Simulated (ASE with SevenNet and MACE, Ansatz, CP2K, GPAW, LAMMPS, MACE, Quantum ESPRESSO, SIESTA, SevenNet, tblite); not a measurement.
## Machine-learned potentials runs on amorphous Hg33S25Se8 (66 atoms)

Wanted: machine-learned potentials inputs and outputs for amorphous Hg33S25Se8 (66 atoms), checked against a plane-wave reference.

Method: the method is named at each step, in ASE with SevenNet and MACE.

## (1) The starting structure

The cell holds 66 atoms: 33 Hg, 25 S and 8 Se. Cell: a = 12.034 Å, b = 12.034 Å, c = 12.034 Å, α = 90.0°, β = 90.0°, γ = 90.0°. 66 atoms (33 Hg, 25 S, 8 Se) placed at random at 7.67 g/cm³, melted at 2500 K for 10 ps at fixed volume with the Stillinger-Weber II-VI potential (Zhou et al., Phys. Rev. B 88, 085309 (2013)). Quenched from 2500 K to 500 K at 30 K/ps and fixed volume, held 5 ps, then minimised at fixed cell.

The yardstick, on the same geometry:

| Item | Value |
| --- | --- |
| method | Kohn-Sham DFT, PBE, PAW, plane waves (Ansatz 0.2.0); cutoff 420 eV, Γ point, fermi-dirac smearing of 0.05 eV; PAW set soft_2 |
| r.m.s. force component | 0.3971 eV/Å |
| longest force | 1.344 eV/Å |
| pressure | 0.004286 GPa |
| SCF cycles | 10 |
| time | 31 s on 4 threads of Arm Neoverse V2, shared host |
| CPU time | 2 min |

## (2) SevenNet l3i5 potential

Method: machine-learned interatomic potential SevenNet l3i5, trained on PBE(+U) plane-wave data.

Input file run.py:

```python
import numpy as np
from ase.io import read
import mlip  # loads the published weights by name

atoms = read("structure.xyz")
atoms.calc = mlip.calc("7net-l3i5")
energy = atoms.get_potential_energy()
forces = atoms.get_forces()
print(f"energy {energy:.6f} eV")
print("forces (eV/A)")
for i, (a, f) in enumerate(zip(atoms, forces)):
    print(f"{i:4d} {a.symbol:2s} {f[0]:10.5f} {f[1]:10.5f} {f[2]:10.5f}")
stress = -atoms.get_stress(voigt=False) * 160.21766
print("stress (GPa, compression positive)")
for row in stress:
    print(" ".join(f"{x:10.4f}" for x in row))
```

Input file structure.xyz:

```xyz
66
Lattice="12.03400 0.00000 0.00000 0.00000 12.03400 0.00000 0.00000 0.00000 12.03400" Properties=species:S:1:pos:R:3 pbc="T T T"
Hg 3.71321 4.87353 4.20239
Hg 4.37580 5.17269 0.91073
Hg 7.04867 10.79618 2.63196
Hg 1.94722 10.26524 4.92696
Hg 6.93688 7.33496 7.22726
Hg 9.51456 1.15611 6.63783
Hg 8.77435 9.93166 5.61458
Hg 9.45656 5.20723 8.46399
Hg 1.33818 7.31727 10.55261
Hg 2.82270 10.53890 1.59932
Hg 10.79089 9.52010 8.55052
Hg 6.03637 0.08171 5.72830
Hg 7.55675 4.41491 11.24325
Hg 0.39712 4.29144 4.71083
Hg 6.38849 3.86496 6.23831
Hg 1.36887 3.30129 0.05319
Hg 10.08738 0.10181 11.65409
Hg 10.50845 6.98273 4.63177
Hg 1.33938 0.38509 10.82434
Hg 0.58509 3.45484 8.08841
Hg 3.81779 5.66525 8.73680
Hg 11.13338 9.93286 2.90802
Hg 8.68434 8.53235 0.32408
Hg 3.40334 1.31977 3.99300
Hg 10.75442 4.90012 1.55804
Hg 7.56614 6.37321 3.19262
Hg 4.17496 1.43120 8.94283
Hg 6.88116 11.63579 9.49976
Hg 10.74311 1.78212 3.47518
Hg 5.18726 8.41502 0.30723
Hg 5.15332 1.82267 0.25981
Hg 7.45879 2.82197 3.06410
Hg 1.95071 7.09621 6.13626
S 1.12000 1.75492 5.25970
S 5.02143 9.69411 10.11975
S 7.66927 11.05768 0.04007
S 5.82048 6.20894 5.02781
S 0.97114 10.32577 7.44267
S 0.50206 4.84922 10.25802
S 8.13089 0.61903 4.23850
S 2.53785 4.54536 6.71365
S 3.69973 11.84254 11.59344
S 2.88094 8.29829 8.63548
S 9.87065 5.78715 11.22736
S 8.74029 8.77459 3.10092
S 6.83038 6.42459 0.74166
S 4.88111 3.03642 2.62510
S 4.26088 8.67856 5.76248
S 10.41615 3.56832 6.62580
S 7.84063 2.15854 0.55693
S 6.53446 10.04165 7.25169
S 11.14372 11.43759 5.11662
S 1.67658 1.03841 8.25436
S 4.44981 2.14699 6.40245
S 4.53658 10.92110 3.67518
S 11.07970 8.56051 10.89606
[... 6 atom lines left out ...]
Se 0.88486 7.97349 3.67398
Se 3.81538 3.65797 10.65611
Se 6.51990 4.99279 8.71021
Se 0.06306 10.38089 0.40615
```

Started as:

```bash
> OMP_NUM_THREADS=1 python run.py > output.txt
```

The log of the run:

```text
energy -128.310333 eV
forces (eV/A)
   0 Hg   -0.35918    0.00057   -0.10197
   1 Hg   -0.14599    0.27647   -0.09064
   2 Hg   -0.41783    0.27551   -0.47457
   3 Hg    0.12143   -0.28466    0.49285
   4 Hg   -0.42537    0.25678    0.26699
   5 Hg    0.35351    0.12667    0.24190
   6 Hg    0.01017    0.57825    0.34028
   7 Hg    0.27867   -0.39766    0.40577
   8 Hg    0.36828    0.05593   -0.31103
   9 Hg    0.09995   -0.16240    0.13290
  10 Hg    0.46666    0.10567   -0.03243
  11 Hg   -0.44865    0.31847    0.48851
  12 Hg    0.62178   -0.67678    0.17328
  13 Hg    0.32187   -0.43442   -0.33844
  14 Hg   -0.32980   -0.23252   -0.30154
  15 Hg   -0.13031   -0.27251    0.29274
  16 Hg   -0.09845    0.27283    0.24408
  17 Hg    0.60054   -0.14173   -0.08180
  18 Hg   -0.20127    0.33313   -0.55389
  19 Hg   -0.07574   -0.42223    0.30732
  20 Hg   -0.34685    0.67380    0.02634
  21 Hg    0.18143    0.50642   -0.00239
  22 Hg   -0.10163    0.13001   -0.55439
  23 Hg   -0.73959   -0.00709    0.14396
[...]
58 Se   -0.36139   -0.35885    0.37088
  59 Se    0.74909   -0.01459    0.23296
  60 Se    0.17889   -0.13041   -0.08387
  61 Se   -0.32150    0.58011   -0.11528
  62 Se   -0.29047   -0.27029    0.55182
  63 Se   -0.03254    0.11063    0.34699
  64 Se    0.38615    0.33576    0.18732
  65 Se   -0.26115   -0.19189   -0.38029
stress (GPa, compression positive)
   -0.1798    -0.1918     0.2215
   -0.1918     0.1589     0.2293
    0.2215     0.2293    -0.1122
```

Run time: 8 s. Hardware: 1 thread of Arm Neoverse V2, shared host; peak memory 0.9 GiB.

Banners, paths, timers and routine set-up lines are dropped from the logs unmarked, and long logs keep their key lines alone; longer cuts are marked.

Numbers from this run, and their distance from the reference:

```
r.m.s. force component                  : 0.4361 eV/Å
r.m.s. difference of force components   : 150.6 meV/Å
longest difference of force vectors     : 579.9 meV/Å
force difference over r.m.s. force      : 37.91 %
slope of forces against the reference's : 1.031
correlation of force components         : 0.9389
pressure                                : -0.0444 GPa
pressure difference                     : -0.0487 GPa
```

Length of the force difference by element (eV/Å):

```
element  atoms  mean  most
     Hg     33  0.18  0.28
      S     25  0.32  0.58
     Se      8  0.21  0.33
```

The surroundings of Se66, one of the 8 Se atoms, nearest first, numbered as they follow in the input and with coordinates relative to it.

```
atom      x      y      z  distance (Å)  bonds     Fx     Fy  Fz (eV/Å)
Se66   0.00   0.00   0.00          0.00      4  -0.26  -0.19      -0.38
 S56  -1.02  -1.82  -1.54          2.59      3   0.07   0.35       0.69
Hg22  -0.96  -0.45   2.50          2.72      4   0.18   0.51       0.00
Hg17  -2.01   1.75  -0.79          2.78      4  -0.10   0.27       0.24
Hg19   1.28   2.04  -1.62          2.90      3  -0.20   0.33      -0.55
Hg10   2.76   0.16   1.19          3.01      4   0.10  -0.16       0.13
Se60   2.49  -2.56   0.46          3.60      4   0.75  -0.01       0.23
 Hg9   1.28  -3.06  -1.89          3.82      4   0.37   0.06      -0.31
Hg23  -3.41  -1.85  -0.08          3.88      4  -0.10   0.13      -0.55
```

Atoms are counted from 1 here, from 0 in the log.

Forces lie 38 % from the reference's, at 0.061 times its CPU time (on 1 against 4 cores).

## (3) MACE MP-0b2 small potential

Method: machine-learned interatomic potential MACE MP-0b2 small, trained on PBE(+U) plane-wave data.

Edit run.py of step 2 so:

```diff
@@ -5,3 +5,3 @@
 atoms = read("structure.xyz")
-atoms.calc = mlip.calc("7net-l3i5")
+atoms.calc = mlip.calc("mace-mp-0b2-small")
 energy = atoms.get_potential_energy()
```

structure.xyz is that of step 2.

The log of the run:

```text
energy -129.995110 eV
forces (eV/A)
   0 Hg   -0.36896    0.26200   -0.17522
   1 Hg   -0.15717    0.45375    0.01048
   2 Hg   -0.45167    0.21086   -0.50919
   3 Hg    0.20121   -0.11845    0.36248
   4 Hg   -0.47996    0.22041    0.05632
   5 Hg    0.24357    0.14899    0.16077
   6 Hg   -0.20967    0.46900    0.25215
   7 Hg    0.28605   -0.45477    0.39788
   8 Hg    0.47224   -0.05413   -0.47473
   9 Hg    0.14771   -0.01564    0.20432
  10 Hg    0.58658    0.15171   -0.21611
  11 Hg   -0.35274    0.43824    0.60235
  12 Hg    0.72357   -0.77961    0.37496
  13 Hg    0.33378   -0.20708   -0.46131
  14 Hg   -0.21428   -0.31438   -0.32716
  15 Hg   -0.07816   -0.36902    0.14182
  16 Hg   -0.00580    0.35996    0.31573
  17 Hg    0.69758   -0.28277   -0.10554
  18 Hg   -0.31636    0.36152   -0.62045
  19 Hg   -0.10027   -0.40839    0.54942
  20 Hg   -0.30741    0.88658    0.01105
  21 Hg    0.14112    0.61163    0.21567
  22 Hg    0.03777    0.13424   -0.48344
  23 Hg   -0.70411   -0.10080    0.14001
[...]
58 Se   -0.11697   -0.11710    0.42962
  59 Se    0.43184   -0.21698    0.33705
  60 Se    0.33118   -0.11231    0.02717
  61 Se   -0.17551    0.71136   -0.04393
  62 Se   -0.32080   -0.40569    0.27315
  63 Se   -0.11757   -0.11360    0.44028
  64 Se    0.43738    0.33490    0.26984
  65 Se   -0.35718   -0.10501   -0.38180
stress (GPa, compression positive)
    0.3363    -0.1470     0.3230
   -0.1470     0.5407     0.2165
    0.3230     0.2165     0.5723
```

It took 5.9 s on 1 thread; peak memory 0.67 GiB.

Compared with the plane-wave run:

| Property | Result |
| --- | --- |
| r.m.s. force component | 0.4377 eV/Å |
| r.m.s. difference of force components | 174.6 meV/Å |
| longest difference of force vectors | 565.9 meV/Å |
| force difference over r.m.s. force | 43.98 % |
| slope of forces against the reference's | 1.011 |
| correlation of force components | 0.917 |
| pressure | 0.4831 GPa |
| pressure difference | 0.4788 GPa |

Against the first run (38 %), the force difference from the reference is 44 %, at 0.80 times the CPU time.

## (4) MACE MPA-0 medium potential

Method: machine-learned interatomic potential MACE MPA-0 medium, trained on PBE(+U) plane-wave data.

Edit run.py of step 3 so:

```diff
@@ -5,3 +5,3 @@
 atoms = read("structure.xyz")
-atoms.calc = mlip.calc("mace-mp-0b2-small")
+atoms.calc = mlip.calc("mace-mpa-0-medium")
 energy = atoms.get_potential_energy()
```

structure.xyz is that of step 3.

The log of the run:

```text
energy -127.897786 eV
forces (eV/A)
   0 Hg   -0.17825    0.09614   -0.04360
   1 Hg   -0.10978    0.32769   -0.02387
   2 Hg   -0.39078    0.24650   -0.49190
   3 Hg    0.20716   -0.25101    0.53159
   4 Hg   -0.52600    0.25858    0.10388
   5 Hg    0.37704    0.04710    0.08946
   6 Hg    0.09485    0.38314    0.27451
   7 Hg    0.23248   -0.36671    0.28946
   8 Hg    0.38948   -0.06825   -0.41270
   9 Hg    0.13551   -0.26556    0.14236
  10 Hg    0.60413    0.09800   -0.32672
  11 Hg   -0.42223    0.42583    0.48569
  12 Hg    0.51401   -0.70000    0.21475
  13 Hg    0.09125   -0.42309   -0.25207
  14 Hg   -0.41968   -0.08595   -0.35407
  15 Hg   -0.16801   -0.23157    0.25277
  16 Hg   -0.13177    0.27768    0.35077
  17 Hg    0.51995   -0.28848    0.01828
  18 Hg   -0.30256    0.31515   -0.73001
  19 Hg   -0.02677   -0.48952    0.33777
  20 Hg   -0.16225    0.61552    0.01588
  21 Hg    0.09172    0.46950    0.01988
  22 Hg   -0.08519    0.04960   -0.54477
  23 Hg   -0.57417    0.14275    0.19808
[...]
58 Se   -0.28580   -0.33468    0.26623
  59 Se    0.64925   -0.04149    0.30196
  60 Se    0.17682   -0.16098   -0.03943
  61 Se   -0.39735    0.74820   -0.00936
  62 Se   -0.23535   -0.29756    0.50840
  63 Se   -0.16642   -0.07616    0.35163
  64 Se    0.49143    0.34482    0.24405
  65 Se   -0.20557    0.08296   -0.39945
stress (GPa, compression positive)
   -0.1639    -0.1903     0.2392
   -0.1903     0.2011     0.2172
    0.2392     0.2172     0.1093
```

Run time: 6.4 s. Hardware: 1 thread; peak memory 0.76 GiB.

Numbers from this run, and their distance from the reference:

| Quantity | Value |
| --- | --- |
| r.m.s. force component | 0.401 eV/Å |
| r.m.s. difference of force components | 122.1 meV/Å |
| longest difference of force vectors | 421.6 meV/Å |
| force difference over r.m.s. force | 30.75 % |
| slope of forces against the reference's | 0.9626 |
| correlation of force components | 0.9532 |
| pressure | 0.0488 GPa |
| pressure difference | 0.0445 GPa |

Against the first run (38 %), the force difference from the reference is 31 %, at 0.90 times the CPU time.

## (5) All runs compared

Differences are against the plane-wave reference, forces as r.m.s. over components; share is that over the reference's r.m.s. force, slope the least-squares factor from reference forces to these. Total energies of different programs have different zeros and aren't compared.

```
                        run  Δ force, r.m.s. (meV/Å)  share (%)  slope  Δ pressure (GPa)  cores  CPU time  memory (GiB)
                  reference                        -          -      -                 -      4     2 min           2.7
    SevenNet l3i5 potential                      151       37.9  1.031           -0.0487      1     7.2 s           0.9
MACE MP-0b2 small potential                      175       44.0  1.011             0.479      1     5.7 s          0.67
MACE MPA-0 medium potential                      122       30.7  0.963            0.0445      1     6.4 s          0.76
```

Times of the machine-learned potentials are mostly Python's start and the loading of weights.

CPU time is summed over cores on a shared host, where runs went side by side, so it is rough. Symmetry, cutoffs, thresholds, outputs and thread counts weren't matched or tuned between programs; memory under MPI is the largest rank's times the ranks.

## (6) Results

| Quantity | Value |
| --- | --- |
| nearest in forces | MACE MPA-0 medium potential, 31 % |
| its CPU time | 6.4 s |

What this shows: Machine-learned potentials differ by 31 % (MACE MPA-0 medium potential) to 44 % (MACE MP-0b2 small potential); they were trained on other programs' data. Machine-learned potentials mimic data converged in k, so the reference's own k-point error enters their differences. The quench rate of 30 K/ps is many orders above laboratory rates, so the cell is likely richer in defects and strain than a real sample. The network of bonds at the start is that of the classical potential that made the cell, and needn't be the one that DFT or experiment would give. The electronic-structure runs sample only Γ, in a cell whose shortest periodic width is 12 Å, which is coarse for a cell with partly filled levels. Spin–orbit coupling is left out, which matters for the levels of the heavy elements.

[Also dropped from logs without a mark: logging warnings of Python, and SIESTA's first energy breakdown and zero terms.]

[Logs are printed without paths, hosts, clocks, repeated set-up lines and the standing remarks that a program may print on its own settings, such as how far it seeks lower states.]

[Hosts, paths, dates, database ids (printed as entryN), source tags and the programs' standing remarks are cut or masked in the printed files.]
